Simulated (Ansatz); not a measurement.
## Ca on W(110): change of the work function

How does one ordered layer of Ca (hollow site) change the work function of W(110), and what dipole does each adsorbate carry?

Calculated with Ansatz 0.2.0; plane-wave DFT, PBE, Ansatz PAW.

## (1) The system as given

The cell holds 4 atoms: 4 W. Its edges and angles: a = 2.737 Å, b = 2.737 Å, c = 24.703 Å, α = 90.0°, β = 90.0°, γ = 70.5°. Vacuum lies along c.

## (2) The clean slab

The bare slab comes first, as the zero from which every change is counted. The two lowest layers are held at bulk places and the upper ones relax. The dipole correction removes the false field that a one-sided slab makes across the periodic vacuum, so each face gets a flat vacuum level of its own.

input.yaml reads:

```yaml
crystal:
  lattice:
    - [2.2344574285, -1.58, 0.0]
    - [2.2344574285, 1.58, 0.0]
    - [0.0, 0.0, 24.7033722856]
  atoms:
    - { symbol: W, position: [0.0, 0.0, 0.3643227287] }
    - { symbol: W, position: [0.5, 0.5, 0.4547742429] }
    - { symbol: W, position: [0.0, 0.0, 0.5452257571] }
    - { symbol: W, position: [0.5, 0.5, 0.6356772713] }
kpoints:
  mp_grid: { grid: [12, 12, 1] }
hamiltonian:
  xc: pbe
scf:
  occupations: { method: fermi_dirac, width: 0.1 }
  convergence: { dr2_threshold: 1.0e-08 }
efield:
  axis: 3
  dipole_correction: true
  ramp_position: 0.97
  ramp_width: 0.06
relax:
  f_tol: 0.02
  max_steps: 60
  constraints: [{ sites: [0, 1] }]
output:
  write_potential: true
  write_density: true
  volumetric_format: npy
```

Run with:

```console
ansatz run input.yaml --threads 4 --pin off --max-ram 6144MiB --backend cpu --events-out ev --progress --plain --runs-dir out
```

Standard output:

```text
Engine: ansatz 0.2.0, x86_64-unknown-linux-gnu
Pseudopotentials: kind: paw
Pseudopotential: W, paw, valence charge 14, recommended cutoff 420 eV (normal), W.paw.azcp
Functional definition: PBE
  parameter kappa = 0.804
  parameter beta = 0.066725
  exchange = pbe_x(kappa = kappa, mu = beta*pi^2/3)
  correlation = pbe_c(beta = beta)
Crystal: 4 atoms, lattice volume = 174.428 Å³
Basis set: ecut = 420 eV, 3461 PW (Γ), exchange–correlation on 40×40×360 points (8 copies of the dense FFT grid, shifted against one another)
Bands: 34, of which v1, the nominal top of the filled ones, is band 28 counted from 1 (27 counted from 0)
Symmetry: 4 space group operations
k-points: 43 of 144
Non-local potential: W, projectors of the file, l = 0: 3, l = 1: 2, l = 2: 2, l = 3: 1
PAW form: soft (Blöchl's): semilocal exchange-correlation on the pseudo side does not see the compensation charge
PAW one-centre angular grid: W, 590 points (default); XC on 64 Gauss nodes
Initial density: superposition of atomic densities (neutral atoms: chi_scale 0, normalization atom), corrected by the library's trained network
Initial wavefunctions: pseudopotential atomic-orbital guess
Functional: x = pbe(κ = 0.804, μ = 0.219515), c = pbe(β = 0.066725)
SCF iter   1: F=—  HF=-41536.547941 eV  |F-HF|=—  |Δ(HF+E_count)|=         —  Δρ=9.69e-3  dr2=1.99e0  ethr=1.77e-3  p=0.000 e·Å  D=2.38e-13 V/Å  ΔV_dip=-0.00 eV  dr2_dipole=2.75e-7  V_vac-E_F(+/−)=5.06/5.06 eV  ⟨swp⟩=7.9  Hψ=15776  notcnv=0  defer=16
efield: sawtooth ramp at fractional position 0.9700 (set: `efield.ramp_position`, or a place that a band, a saddle search or an elastic batch's reference lends), width 0.0600; the density the first Hamiltonian is built on has a dipole p = 0.000 e·Å; the dipole correction subtracts the counter field D = 2.38e-13 V/Å, which shifts the + side's vacuum level by -0.00 eV against the − side's; the planar-averaged density in the ramp window peaks in size at 1.1e-5 e/Å³
automatic band count: the SCF goes on with 40 bands, as 34 were too few: the levels above may hold too much charge
preconditioner: auto → LDOS  [metal: Δε(μ)=0.044 eV  Ē_g=6.098 eV  σ=0.100 eV  W_gap=0.11  n_scr=16 (ndim 8)  ℏωp=13.8 eV  f_vac=0.562  D(μ)=3.18/eV (n_scr^D=14)  β→1.0]
SCF iter   2: F=—  HF=-41536.463457 eV  |F-HF|=—  |Δ(HF+E_count)|=   8.45e-2  Δρ=3.80e-3  dr2=1.53e-1  ethr=1.77e-3  p=-0.000 e·Å  D=-1.41e-5 V/Å  ΔV_dip=0.00 eV  dr2_dipole=9.42e-8  V_vac-E_F(+/−)=4.91/4.91 eV  ⟨swp⟩=2.0  Hψ=2409  notcnv=0  defer=46
SCF iter   3: F=—  HF=-41536.454059 eV  |F-HF|=—  |Δ(HF+E_count)|=   9.40e-3  Δρ=7.33e-4  dr2=4.77e-3  ethr=2.73e-4  p=-0.000 e·Å  D=-5.83e-6 V/Å  ΔV_dip=0.00 eV  dr2_dipole=2.39e-8  V_vac-E_F(+/−)=4.90/4.90 eV  ⟨swp⟩=1.9  Hψ=2195  notcnv=0  defer=48
SCF iter   4: F=—  HF=-41536.453643 eV  |F-HF|=—  |Δ(HF+E_count)|=   4.15e-4  Δρ=2.26e-4  dr2=2.83e-4  ethr=8.51e-6  p=-0.000 e·Å  D=-2.80e-6 V/Å  ΔV_dip=0.00 eV  dr2_dipole=3.72e-9  V_vac-E_F(+/−)=4.90/4.90 eV  ⟨swp⟩=2.2  Hψ=2210  notcnv=0  defer=48
SCF iter   5: F=—  HF=-41536.453619 eV  |F-HF|=—  |Δ(HF+E_count)|=   2.47e-5  Δρ=8.21e-5  dr2=9.88e-6  ethr=5.05e-7  p=-0.000 e·Å  D=-1.58e-6 V/Å  ΔV_dip=0.00 eV  dr2_dipole=4.25e-10  V_vac-E_F(+/−)=4.90/4.90 eV  ⟨swp⟩=2.8  Hψ=2489  notcnv=0  defer=48
SCF iter   6: F=—  HF=-41536.453677 eV  |F-HF|=—  |Δ(HF+E_count)|=   5.82e-5  Δρ=1.85e-5  dr2=1.78e-6  ethr=1.76e-8  p=-0.000 e·Å  D=-3.91e-7 V/Å  ΔV_dip=0.00 eV  dr2_dipole=7.07e-14  V_vac-E_F(+/−)=4.90/4.90 eV  ⟨swp⟩=3.0  Hψ=2815  notcnv=0  defer=46
SCF iter   7: F=—  HF=-41536.453677 eV  |F-HF|=—  |Δ(HF+E_count)|=   1.78e-7  Δρ=5.89e-6  dr2=9.93e-8  ethr=3.18e-9  p=-0.000 e·Å  D=-9.93e-8 V/Å  ΔV_dip=0.00 eV  dr2_dipole=1.08e-12  V_vac-E_F(+/−)=4.90/4.90 eV  ⟨swp⟩=2.1  Hψ=2213  notcnv=0  defer=46
SCF iter   8: F=—  HF=-41536.453677 eV  |F-HF|=—  |Δ(HF+E_count)|=   1.72e-7  Δρ=2.09e-6  dr2=1.13e-8  ethr=1.79e-11  p=-0.000 e·Å  D=-5.82e-8 V/Å  ΔV_dip=0.00 eV  dr2_dipole=1.03e-13  V_vac-E_F(+/−)=4.90/4.90 eV  ⟨swp⟩=12.3  Hψ=12526  notcnv=0
SCF iter   9: F=-41536.453677 eV  HF=-41536.453677 eV  |F-HF|=3.00e-9  |Δ(HF+E_count)|=   2.40e-9  Δρ=6.35e-7  dr2=1.01e-9  ethr=1.79e-11  p=-0.000 e·Å  D=-1.49e-8 V/Å  ΔV_dip=0.00 eV  dr2_dipole=4.24e-15  V_vac-E_F(+/−)=4.90/4.90 eV  ⟨swp⟩=10.8  Hψ=10718  notcnv=0
SCF 1 converged in 9 iterations: F = -41536.453677 eV  dr2 = 1.01e-9
  greatest PAW one-centre occupation: 1.000 electrons in one spin orbital (limit 2), on the W atom at site 0 (counted from 0), in its partial waves of l = 0
relax step   1: F+E_penalty+E_count = -41536.45367728 eV  Δ(F+E_penalty+E_count) = +0.000e0 eV  max|allowed force component| = 6.535e-1 eV/Å  Δτ_max = 0.0000 Å  (9 SCF iters, accepted)
Bands: 40, of which v1, the nominal top of the filled ones, is band 28 counted from 1 (27 counted from 0)
Initial density: handed on by an earlier stage of this run
Initial wavefunctions: those handed on with the density
iter 1 solved again at ethr=9.58e-4 eV; its pass at ethr=3.10e-3 eV (dr2=5.36e-1 eV) is discarded
SCF iter   1: F=—  HF=-41536.451067 eV  |F-HF|=—  |Δ(HF+E_count)|=         —  Δρ=7.55e-3  dr2=5.51e-1  ethr=9.58e-4  p=-0.000 e·Å  D=-4.97e-7 V/Å  ΔV_dip=0.00 eV  dr2_dipole=8.25e-2  V_vac-E_F(+/−)=4.92/4.92 eV  ⟨swp⟩=1.6  Hψ=6453  notcnv=0  defer=49
efield: sawtooth ramp at fractional position 0.9700 (set: `efield.ramp_position`, or a place that a band, a saddle search or an elastic batch's reference lends), width 0.0600; the density the first Hamiltonian is built on has a dipole p = -0.000 e·Å; the dipole correction subtracts the counter field D = -4.97e-7 V/Å, which shifts the + side's vacuum level by +0.00 eV against the − side's; the planar-averaged density in the ramp window peaks in size at 4.2e-6 e/Å³
preconditioner: auto → LDOS  [metal: Δε(μ)=0.008 eV  Ē_g=6.108 eV  σ=0.100 eV  W_gap=0.02  n_scr=16 (ndim 8)  ℏωp=13.8 eV  f_vac=0.561  D(μ)=3.03/eV (n_scr^D=12)  β→1.0]
SCF iter   2: F=—  HF=-41536.439073 eV  |F-HF|=—  |Δ(HF+E_count)|=   1.20e-2  Δρ=5.12e-3  dr2=1.98e-1  ethr=9.58e-4  p=0.007 e·Å  D=7.37e-3 V/Å  ΔV_dip=-0.18 eV  dr2_dipole=2.51e-3  V_vac-E_F(+/−)=4.72/4.90 eV  ⟨swp⟩=2.7  Hψ=2768  notcnv=0  defer=49
SCF iter   3: F=—  HF=-41536.411548 eV  |F-HF|=—  |Δ(HF+E_count)|=   2.75e-2  Δρ=1.14e-3  dr2=8.39e-3  ethr=3.53e-4  p=0.005 e·Å  D=5.11e-3 V/Å  ΔV_dip=-0.13 eV  dr2_dipole=6.86e-5  V_vac-E_F(+/−)=4.79/4.91 eV  ⟨swp⟩=2.4  Hψ=2949  notcnv=0  defer=49
[...]
SCF iter   3: F=—  HF=-41536.467271 eV  |F-HF|=—  |Δ(HF+E_count)|=   1.04e-2  Δρ=8.47e-4  dr2=5.12e-3  ethr=1.42e-4  p=0.004 e·Å  D=4.30e-3 V/Å  ΔV_dip=-0.11 eV  dr2_dipole=4.39e-5  V_vac-E_F(+/−)=4.79/4.90 eV  ⟨swp⟩=2.6  Hψ=3087  notcnv=0  defer=49
SCF iter   4: F=—  HF=-41536.466254 eV  |F-HF|=—  |Δ(HF+E_count)|=   1.02e-3  Δρ=1.79e-4  dr2=1.18e-4  ethr=9.14e-6  p=0.004 e·Å  D=3.68e-3 V/Å  ΔV_dip=-0.09 eV  dr2_dipole=5.75e-7  V_vac-E_F(+/−)=4.81/4.90 eV  ⟨swp⟩=2.5  Hψ=2483  notcnv=0  defer=49
SCF iter   5: F=—  HF=-41536.466268 eV  |F-HF|=—  |Δ(HF+E_count)|=   1.33e-5  Δρ=5.43e-5  dr2=8.97e-6  ethr=2.11e-7  p=0.003 e·Å  D=3.19e-3 V/Å  ΔV_dip=-0.08 eV  dr2_dipole=8.64e-7  V_vac-E_F(+/−)=4.82/4.90 eV  ⟨swp⟩=2.2  Hψ=2723  notcnv=0  defer=49
SCF iter   6: F=—  HF=-41536.466316 eV  |F-HF|=—  |Δ(HF+E_count)|=   4.87e-5  Δρ=1.68e-5  dr2=2.41e-6  ethr=1.60e-8  p=0.003 e·Å  D=2.93e-3 V/Å  ΔV_dip=-0.07 eV  dr2_dipole=2.52e-8  V_vac-E_F(+/−)=4.83/4.90 eV  ⟨swp⟩=2.8  Hψ=3011  notcnv=0  defer=49
SCF iter   7: F=—  HF=-41536.466316 eV  |F-HF|=—  |Δ(HF+E_count)|=   9.86e-8  Δρ=6.68e-6  dr2=1.22e-7  ethr=4.30e-9  p=0.003 e·Å  D=2.81e-3 V/Å  ΔV_dip=-0.07 eV  dr2_dipole=1.60e-9  V_vac-E_F(+/−)=4.83/4.90 eV  ⟨swp⟩=2.0  Hψ=2145  notcnv=0  defer=49
SCF iter   8: F=—  HF=-41536.466316 eV  |F-HF|=—  |Δ(HF+E_count)|=   1.35e-7  Δρ=2.67e-6  dr2=2.97e-8  ethr=2.18e-10  p=0.003 e·Å  D=2.77e-3 V/Å  ΔV_dip=-0.07 eV  dr2_dipole=8.15e-10  V_vac-E_F(+/−)=4.83/4.90 eV  ⟨swp⟩=3.0  Hψ=3072  notcnv=0  defer=49
SCF iter   9: F=-41536.466316 eV  HF=-41536.466316 eV  |F-HF|=3.69e-9  |Δ(HF+E_count)|=   1.99e-8  Δρ=7.34e-7  dr2=1.32e-9  ethr=1.79e-11  p=0.003 e·Å  D=2.76e-3 V/Å  ΔV_dip=-0.07 eV  dr2_dipole=2.59e-13  V_vac-E_F(+/−)=4.83/4.90 eV  ⟨swp⟩=11.2  Hψ=11231  notcnv=0
SCF 3 converged in 9 iterations: F = -41536.466316 eV  dr2 = 1.32e-9
relax step   3: F+E_penalty+E_count = -41536.46631625 eV  Δ(F+E_penalty+E_count) = -1.264e-2 eV  max|allowed force component| = 9.000e-2 eV/Å  Δτ_max = 0.0345 Å  (9 SCF iters, accepted)
SCF iter   1: F=—  HF=-41536.467009 eV  |F-HF|=—  |Δ(HF+E_count)|=         —  Δρ=7.95e-4  dr2=4.51e-3  ethr=1.73e-4  p=0.003 e·Å  D=2.76e-3 V/Å  ΔV_dip=-0.07 eV  dr2_dipole=5.29e-4  V_vac-E_F(+/−)=4.83/4.90 eV  ⟨swp⟩=2.1  Hψ=2956  notcnv=0  defer=49
efield: sawtooth ramp at fractional position 0.9700 (set: `efield.ramp_position`, or a place that a band, a saddle search or an elastic batch's reference lends), width 0.0600; the density the first Hamiltonian is built on has a dipole p = 0.003 e·Å; the dipole correction subtracts the counter field D = 2.76e-3 V/Å, which shifts the + side's vacuum level by -0.07 eV against the − side's; the planar-averaged density in the ramp window peaks in size at 2.5e-6 e/Å³
preconditioner: auto → LDOS  [metal: Δε(μ)=0.042 eV  Ē_g=6.069 eV  σ=0.100 eV  W_gap=0.10  n_scr=16 (ndim 8)  ℏωp=13.8 eV  f_vac=0.561  D(μ)=3.08/eV (n_scr^D=14)  β→1.0]
SCF iter   2: F=—  HF=-41536.466784 eV  |F-HF|=—  |Δ(HF+E_count)|=   2.25e-4  Δρ=3.58e-4  dr2=1.22e-3  ethr=8.05e-6  p=0.002 e·Å  D=2.05e-3 V/Å  ΔV_dip=-0.05 eV  dr2_dipole=4.65e-5  V_vac-E_F(+/−)=4.85/4.90 eV  ⟨swp⟩=2.0  Hψ=2582  notcnv=0  defer=49
SCF iter   3: F=—  HF=-41536.466694 eV  |F-HF|=—  |Δ(HF+E_count)|=   8.94e-5  Δρ=1.37e-4  dr2=1.44e-4  ethr=2.17e-6  p=0.002 e·Å  D=2.31e-3 V/Å  ΔV_dip=-0.06 eV  dr2_dipole=1.26e-5  V_vac-E_F(+/−)=4.84/4.90 eV  ⟨swp⟩=2.0  Hψ=2277  notcnv=0  defer=49
SCF iter   4: F=—  HF=-41536.466671 eV  |F-HF|=—  |Δ(HF+E_count)|=   2.36e-5  Δρ=3.26e-5  dr2=6.82e-6  ethr=2.57e-7  p=0.002 e·Å  D=2.20e-3 V/Å  ΔV_dip=-0.05 eV  dr2_dipole=8.20e-7  V_vac-E_F(+/−)=4.84/4.90 eV  ⟨swp⟩=3.4  Hψ=3097  notcnv=0  defer=49
SCF iter   5: F=—  HF=-41536.466723 eV  |F-HF|=—  |Δ(HF+E_count)|=   5.22e-5  Δρ=1.10e-5  dr2=2.53e-7  ethr=1.22e-8  p=0.002 e·Å  D=2.19e-3 V/Å  ΔV_dip=-0.05 eV  dr2_dipole=5.44e-9  V_vac-E_F(+/−)=4.84/4.90 eV  ⟨swp⟩=2.5  Hψ=2375  notcnv=0  defer=49
SCF iter   6: F=—  HF=-41536.466723 eV  |F-HF|=—  |Δ(HF+E_count)|=   2.65e-7  Δρ=4.53e-6  dr2=3.51e-8  ethr=4.52e-10  p=0.002 e·Å  D=2.20e-3 V/Å  ΔV_dip=-0.05 eV  dr2_dipole=1.72e-10  V_vac-E_F(+/−)=4.84/4.90 eV  ⟨swp⟩=2.8  Hψ=3016  notcnv=0  defer=49
SCF iter   7: F=-41536.466723 eV  HF=-41536.466723 eV  |F-HF|=5.60e-9  |Δ(HF+E_count)|=   7.88e-8  Δρ=1.73e-6  dr2=9.36e-9  ethr=1.79e-11  p=0.002 e·Å  D=2.20e-3 V/Å  ΔV_dip=-0.05 eV  dr2_dipole=9.75e-13  V_vac-E_F(+/−)=4.84/4.90 eV  ⟨swp⟩=11.5  Hψ=11411  notcnv=0
SCF 4 converged in 7 iterations: F = -41536.466723 eV  dr2 = 9.36e-9
relax step   4: F+E_penalty+E_count = -41536.46672319 eV  Δ(F+E_penalty+E_count) = -4.069e-4 eV  max|allowed force component| = 1.129e-2 eV/Å  Δτ_max = 0.0139 Å  (7 SCF iters, accepted)
NSCF: frozen V_eff on 43 k-points
the band table was solved once a step of the walk had ended and its energy, with any forces and stress, was formed, with the checks that follow a solve (9068 applications of the Hamiltonian). They found nothing against the state; the energy, forces and stress were not computed again (output.eigenvalues in the input reference)
WARN: The output density's exchange-correlation potential varies sharply where the density is thin. Do not read a vacuum level from v_tot or v_xc, or from such a field of the output density. On a cell that repeats whose density bears no net charge and no dipole along the vacuum's axis use v_es (v_loc + v_h of the components); under efield.dipole_correction with no amplitude use v_es + v_field, which holds any externa [...]
SCF converged after 7 iterations
Free energy (F): -41536.466723 eV
Harris-Foulkes:  -41536.466723 eV  (|F-HF|=5.60e-9)
Internal energy: -41536.366955 eV  (E = F + TS)
E sigma→0 (E₀):  -41536.416839 eV
Entropy (-TS):   -0.099768 eV (-24.942 meV/atom)
Fermi energy:    5.203880 eV
Dipole field:    D = 0.002197 V/Å  (p = 0.002118 e·Å, saw-weighted, corrected)
Work function:   Φ+ = 4.8447 eV   Φ− = 4.8989 eV
Levels:          The Fermi level and band energies are counted from a zero that moves with the ramp; work functions are not
--- Per-component energies (eV) ---
  E_band       = -1291.057250
  E_kinetic    = 1792.505389
  E_local      = -71121.557843  (includes V_loc(G=0)·N_el)
  E_nonlocal   = 4.576206
  E_hartree    = 34741.224772
  E_xc         = -1063.352008
  E_vxc        = -949.335307  (∫ρ·V_xc dr)
  E_paw        = -34249.938996  (= ΣΔE_a)
  E_vpaw       = -499.704010  (= ΣTr[D̂ρ^β])
  E_aug_tail   = -0.000235  (compensation charges beyond the density's cutoff)
  E_efield     = 0.000002  (sawtooth field / dipole correction)
  E_vefield    = -0.001025  (∫n·V_field dr)
  E_ewald      = 28360.175757
  E_smearing   = -0.099768  (= −TS)
  E_closure    = 0.000000  (closes the sum)
  Σ components = -41536.466723   (vs F -41536.466723, Δ=0.00e0)
--- Forces (eV/Å), atoms counted from 1 ---
  atom   1  W      0.00000000     0.00000000     0.36117719
  atom   2  W      0.00000000    -0.00000000    -0.34159750
  atom   3  W      0.00000000    -0.00000000    -0.00830040
  atom   4  W      0.00000000    -0.00000000    -0.01129453
  max |Σ_I F_I| component: 1.52e-5 eV/Å
--- Band table (eV; the first three rows and the last of 43) ---
  k-point 0: bands = [... 24 lower, 3.7540, 3.7892, 3.9762, 4.5401, 4.8127, 5.7605, 6.0199, 6.9297, ... 8 higher]
  k-point 1: bands = [... 24 lower, 3.5720, 3.7614, 4.1231, 4.4811, 4.8136, 5.3411, 6.2452, 6.7515, ... 8 higher]
  k-point 2: bands = [... 24 lower, 3.3977, 3.5331, 3.9616, 4.3822, 4.9156, 5.2947, 6.6226, 6.6532, ... 8 higher]
  k-point 42: bands = [... 24 lower, 3.7933, 5.7375, 5.8442, 6.2645, 6.3571, 6.8712, 7.2505, 8.8378, ... 8 higher]
--- Relaxed structure (4 steps of the walk, 3 accepted, 0 SCFs on fresh bases) ---
  F+E_penalty+E_count = -41536.46672319 eV   max|allowed force component| = 1.129e-2 eV/Å
  atoms:
    - { symbol: W, position: [0.0, 0.0, 0.3643227287] }
    - { symbol: W, position: [0.5, 0.5, 0.4547742429] }
    - { symbol: W, position: [-6.653934e-19, 6.653934e-19, 0.546759] }
    - { symbol: W, position: [0.5, 0.5, 0.635499] }
```

Run time: 12 s. Hardware: 4 threads of Intel Xeon 6975P-C (Granite Rapids), shared host; peak memory 0.67 GiB.

In the SCF lines HF is the Harris–Foulkes energy and dr2 the Hartree energy of the density residual, in eV; the loop may stop once dr2 is under the threshold and the program's other checks hold. Hψ counts applications of the Hamiltonian.

The steps of the relaxation:

```csv
step,energy less that of the first step (eV),largest force component (eV/Å)
1,0.0000,0.6535
2,0.0440,1.3654
3,-0.0126,0.0900
4,-0.0130,0.0113
```

Relaxation step 2 was tried and not accepted.

The run keeps the 4 symmetry operations that the program found, so distortions that break them were not tested.

The atoms that moved most (Å):

```csv
atom,dx,dy,dz,length
W3,0.000,0.000,0.038,0.038
```

Final coordinates:

```xyz
4
Lattice="2.2345 -1.5800 0.0000 2.2345 1.5800 0.0000 0.0000 0.0000 24.7034" Properties=species:S:1:pos:R:3
W     0.0000    0.0000    9.0000
W     2.2345    0.0000   11.2345
W     0.0000    0.0000   13.5068
W     2.2345    0.0000   15.6990
```

Read from the output:

| Quantity | Value |
| --- | --- |
| energy at zero smearing | -41536.4168 eV |
| work function, upper face | 4.845 eV |
| work function, lower face | 4.899 eV |
| dipole along the normal | 0.002118 e·Å |
| step between the vacuum levels | -0.05428 eV |

Running mean over 2.234 Å of the planar mean; the ramp of the sawtooth is left out. The electron's electrostatic potential energy less the Fermi level by z:

```csv
z (Å),electron's electrostatic potential energy less the Fermi level (eV)
3.5,4.90
4.0,4.90
4.5,4.90
5.0,4.89
5.5,4.86
6.0,4.75
6.5,4.41
7.0,3.30
7.5,-0.135
8.0,-5.75
8.5,-10.5
9.0,-12.2
9.5,-12.5
10.0,-12.6
10.5,-12.7
11.0,-12.7
11.5,-12.7
12.0,-12.5
12.5,-12.4
13.0,-12.6
13.5,-12.8
14.0,-13.0
14.5,-13.1
15.0,-12.9
15.5,-12.5
16.0,-11.5
16.5,-7.95
17.0,-2.27
17.5,2.24
18.0,4.06
18.5,4.61
19.0,4.78
19.5,4.82
20.0,4.84
20.5,4.84
21.0,4.84
21.5,4.84
```

The relaxation took 4 steps and lowered the energy by 0.013 eV; the largest force on the free atoms ends at 0.011 eV/Å.

The work function of the upper face is 4.84 eV.

[end of part 1 of 2]

[Long decimals in the printed logs are rounded to 6 places.]

[Logs are printed without paths, hosts, clocks, repeated set-up lines and the standing remarks that a program may print on its own settings, such as how far it seeks lower states.]

[Hosts, paths, dates, database ids (printed as entryN), source tags and the programs' standing remarks are cut or masked in the printed files.]

[Maps of the electrostatic potential energy from Ansatz leave out the sawtooth potential of an applied field or a dipole correction, so their vacuum need not be flat; planar profiles and work functions include it.]
